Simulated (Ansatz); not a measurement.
# Ca on Cu(111): change of the work function, part 2 of 2

How does Ca on the fcc site change the work function of Cu(111) as the layer fills?

Ansatz 0.2.0; plane-wave DFT, PBE, Ansatz PAW.

So far, work function, upper face (eV): step 2 (the clean slab) 4.79; step 3 (37 atoms, coverage 0.111 ML, cell 3x3) 2.30.

**4. Adsorbate added, k-mesh 6×6×1, coverage 0.25 ML (continued)**

The density of states has structure finer than the step of the table below, so its rows give means over 0.25 eV, whole bins alone (the curve runs from -8 to 1.98 eV). Peaks (eV: height): -2.890: 79.3, -2.830: 86.7, -2.710: 87.5, -2.650: 81.0, -2.080: 81.5, -1.770: 84.0, -1.680: 110.

Table of density of states by energy, zero at the Fermi level; means over each step:

| energy (eV) | density of states (states/eV a cell) |
| --- | --- |
| -7.75 | 1.32 |
| -7.50 | 2.50 |
| -7.25 | 2.03 |
| -7.00 | 1.97 |
| -6.75 | 1.82 |
| -6.50 | 3.62 |
| -6.25 | 2.13 |
| -6.00 | 3.32 |
| -5.75 | 2.44 |
| -5.50 | 6.45 |
| -5.25 | 7.07 |
| -5.00 | 4.80 |
| -4.75 | 17.9 |
| -4.50 | 17.0 |
| -4.25 | 30.7 |
| -4.00 | 29.5 |
| -3.75 | 38.2 |
| -3.50 | 34.8 |
| -3.25 | 46.7 |
| -3.00 | 66.1 |
| -2.75 | 72.3 |
| -2.50 | 44.3 |
| -2.25 | 59.3 |
| -2.00 | 67.0 |
| -1.75 | 76.5 |
| -1.50 | 37.6 |
| -1.25 | 6.36 |
| -1.00 | 7.73 |
| -0.75 | 6.44 |
| -0.50 | 4.41 |
| -0.25 | 6.49 |
| 0.00 | 6.11 |
| 0.25 | 8.62 |
| 0.50 | 7.08 |
| 0.75 | 6.98 |
| 1.00 | 3.64 |
| 1.25 | 11.0 |
| 1.50 | 8.37 |
| 1.75 | 8.07 |

Projected DOS per atom over height of the atomic layer and energy from the Fermi level. Layers: Cu4 Cu4 Cu4 Cu4 Ca from below.

Ten even steps from '0' (0.00 states/eV) to '9' (5.13 states/eV), each cell a mean:
```
00000
00000
00000
00001
00001
00000
00000
33310
98870
75670
96680
45570
34340
24420
12210
01100
00000
00000
00000
00000
00000
00000
```
Columns: height of the atomic layer (Å) from 9 to 17.6 (not evenly spaced); rows upwards: energy from the Fermi level (eV) from -7.96 to 1.95.

Electrostatic potential energy in the ca plane at fractional y = 0.167, with atoms of Cu and Ca within 0.2 Å of it. With pseudopotentials it is smooth inside the atoms' cores, unlike the true potential.

Ten even steps from '0' (-46 eV) to '9' (7 eV), each cell a mean:
```
75579998999865689755799887889999999999999999
75579988899865689855799999999999999999999999
88889853479987899888899999999999999999999999
99999610048999999999999999999999999999999999
99999500038999999999999999999999999999999999
99999720058999999999999999999999999999999999
87789864589987899877899999999999999999999999
75579998999864689755799998899999999999999999
75579988899865689866899877788999999999999999
88889853479987899988898742468999999999999999
99999610048999999999998400047899999999999999
99999500038999999999997300037899999999999999
99999720058999999999998510157899999999999999
87789864589987899877898754578999999999999999
```
Columns run along c (16.0 Å, from fractional 0.32 to 0.91 of the cell; values clipped at the 3rd and 97th percentile), rows up along a (5.1 Å). Atoms in or near the plane, at fractional coordinates: Cu at (0.41, 0.17), Cu at (0.41, 0.67), Ca at (0.65, 0.17).

Valence density in the ca plane at fractional y = 0.167, with atoms of Cu and Ca within 0.2 Å of it. It is the smooth field of the valence electrons, not physical close to the nuclei.

Ten steps, logarithmic in the rise over the least value, from '0' (0 e/Å³) to '9' (47 e/Å³), each cell a mean:
```
12210001100122211122100000000000000000000000
12210011100122211122100000000000000000000000
01110124310011100111100000000000000000000000
00000258731001000000000000000000000000000000
00000279841000000000000000000000000000000000
01100157631001000011000000000000000000000000
11110123210111100111100000000000000000000000
12210001100123211122100000000000000000000000
12210011100122211122100001000000000000000000
01110124310011100111100123210000000000000000
00000258731000000000000245420000000000000000
00000279841000000000001355530000000000000000
01100157631000000001000245420000000000000000
11110123210011100111100122210000000000000000
```
Columns run along c (16.0 Å, from fractional 0.32 to 0.91 of the cell), rows up along a (5.1 Å). Atoms in or near the plane, at fractional coordinates: Cu at (0.41, 0.17), Cu at (0.41, 0.67), Ca at (0.65, 0.17).

ELF in the ca plane at fractional y = 0.167, with atoms of Cu and Ca within 0.2 Å of it. It is the smooth field of the valence electrons, not physical close to the nuclei.

Values, 8 rows by 16 columns, each cell a mean:
```
0.18 0.19 0.21 0.22 0.18 0.19 0.19 0.21 0.17 0.12 0.12 0.36 0.17 0.03 0.00 0.00
0.19 0.20 0.24 0.21 0.20 0.20 0.19 0.22 0.28 0.18 0.29 0.29 0.11 0.02 0.00 0.00
0.28 0.24 0.53 0.30 0.27 0.24 0.25 0.29 0.28 0.29 0.34 0.24 0.08 0.02 0.00 0.00
0.20 0.20 0.24 0.21 0.20 0.20 0.19 0.22 0.28 0.18 0.30 0.29 0.11 0.02 0.00 0.00
0.18 0.19 0.21 0.22 0.18 0.19 0.19 0.21 0.17 0.12 0.12 0.36 0.17 0.03 0.00 0.00
0.19 0.20 0.24 0.21 0.20 0.20 0.19 0.24 0.36 0.73 0.17 0.35 0.25 0.05 0.01 0.00
0.28 0.24 0.53 0.30 0.26 0.24 0.26 0.30 0.54 0.82 0.29 0.33 0.29 0.06 0.01 0.00
0.20 0.20 0.24 0.21 0.20 0.20 0.20 0.24 0.37 0.76 0.17 0.35 0.26 0.05 0.01 0.00
```
Columns run along c (16.0 Å, from fractional 0.32 to 0.91 of the cell), rows up along a (5.1 Å). Atoms in or near the plane, at fractional coordinates: Cu at (0.41, 0.17), Cu at (0.41, 0.67), Ca at (0.65, 0.17).

The relaxation took 6 steps and lowered the energy by 0.28 eV; the largest force on the free atoms ends at 0.0042 eV/Å.

By hand: a sheet of dipoles makes a step −p/(ε₀A) in the electron's potential. With e/ε₀ = 180.95 V·Å, p = 0.2711 e·Å and A = 22.57 Å², that is −180.95 × (0.2711) / 22.57 = -2.173 eV, and the two vacuum levels of the run differ by -2.173 eV.

The covered face has 2.63 eV, -2.16 eV against the clean one; the bare back face has moved by +0.01 eV, a measure of how thin the slab is.

**5. Work function against coverage**

This step: plane-wave DFT, PBE, Ansatz PAW; work function against coverage (Ansatz 0.2.0).

The runs are now put side by side.

Numbers from this step:

* work function of the clean face: 4.786 eV
* largest change of the work function: -2.484 eV

Work function of the covered face against coverage:

| coverage (adsorbates/nm²) | work function of the covered face (eV) |
| --- | --- |
| 0.00 | 4.79 |
| 1.97 | 2.30 |
| 4.43 | 2.63 |

The dipole per adsorbate comes from the change of the cell's dipole. Coverage, by row:

| coverage (1/nm²) | coverage (ML) | work function (eV) | change (eV) | dipole per adsorbate, positive end outwards (debye) | mean height of the added atoms over the highest substrate atom (Å) |
| --- | --- | --- | --- | --- | --- |
| 1.969 | 0.1111 | 2.302 | -2.484 | 3.366 | 2.198 |
| 4.43 | 0.25 | 2.626 | -2.16 | 1.302 | 2.146 |

**6. What came out**

```json
{"work function of the clean face": "4.79 eV", "work function at 0.11 ML": "2.30 eV", "work function at 0.25 ML": "2.63 eV", "dipole per adsorbate at 0.11 ML, positive end outwards": "3.37 D"}
```

In words: Ca lowers the work function of Cu(111) at the lowest coverage, by 2.48 eV: the adsorbate layer has its positive end outwards. The slab has 4 layers, at the tabulated experimental lattice constant, one starting site was run, and quantum-size effects of a slab this thin can reach one or two tenths of an eV.

[Logs are printed without paths, hosts, clocks, repeated set-up lines and the standing remarks that a program may print on its own settings, such as how far it seeks lower states.]

[Hosts, paths, dates, database ids (printed as entryN), source tags and the programs' standing remarks are cut or masked in the printed files.]

[Maps of the electrostatic potential energy from Ansatz leave out the sawtooth potential of an applied field or a dipole correction, so their vacuum need not be flat; planar profiles and work functions include it.]
